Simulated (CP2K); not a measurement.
Consider aminooxirane at its PBE geometry (Å).

```xyz
9

N     1.3221   -0.1101    0.4043
C     0.0856   -0.4608   -0.1896
C    -1.1540    0.2566    0.1177
O    -0.5432    0.4219   -1.1936
H     1.3675    0.8835    0.6322
H     2.1119   -0.3438   -0.1978
H     0.0275   -1.5164   -0.4664
H    -2.1128   -0.2704    0.1287
H    -1.1046    1.1396    0.7644
```

Method: CP2K XAS_TDP, all-electron GAPW, PBEh(45%), aug-cc-pVDZ, TDA, no relativity.

Q: Where do the N K-edge lines lie, and how strong are they?

Leading lines: N1 397.95 eV. The leading line of an atom is its first one with 35 % of the strongest within 2.5 eV of its lowest line over the strength cut. 

The first six lines of each atom with a strength over 0.0015:

| atom | energy (eV) | states | strength, one atom |
| --- | --- | --- | --- |
| N1 (bonded to C and 2 H) | 397.95 | 1 | 0.0105 |
|  | 398.68 | 1 | 0.0239 |
|  | 399.45 | 1 | 0.0049 |
|  | 399.93 | 1 | 0.0067 |
|  | 400.12 | 1 | 0.0043 |
|  | 400.45 | 1 | 0.0026 |

Lines are vertical, at one geometry, with no vibrational structure. Without a correction of the core level, line positions, and the gaps between valence and Rydberg lines, follow the share of exact exchange. At this level such K lines come out 3 to 6 eV under measured ones. These values hold no scalar relativity, about 0.2 eV for N 1s. Rydberg lines, and the discretised continuum above threshold, depend on the basis and the box.

[Banner, clock and machine lines of the logs are left out without a mark of their own.]

[Logs are printed without paths, hosts, clocks, repeated set-up lines and the standing remarks that a program may print on its own settings, such as how far it seeks lower states.]

[Hosts, paths, dates, database ids (printed as entryN), source tags and the programs' standing remarks are cut or masked in the printed files.]
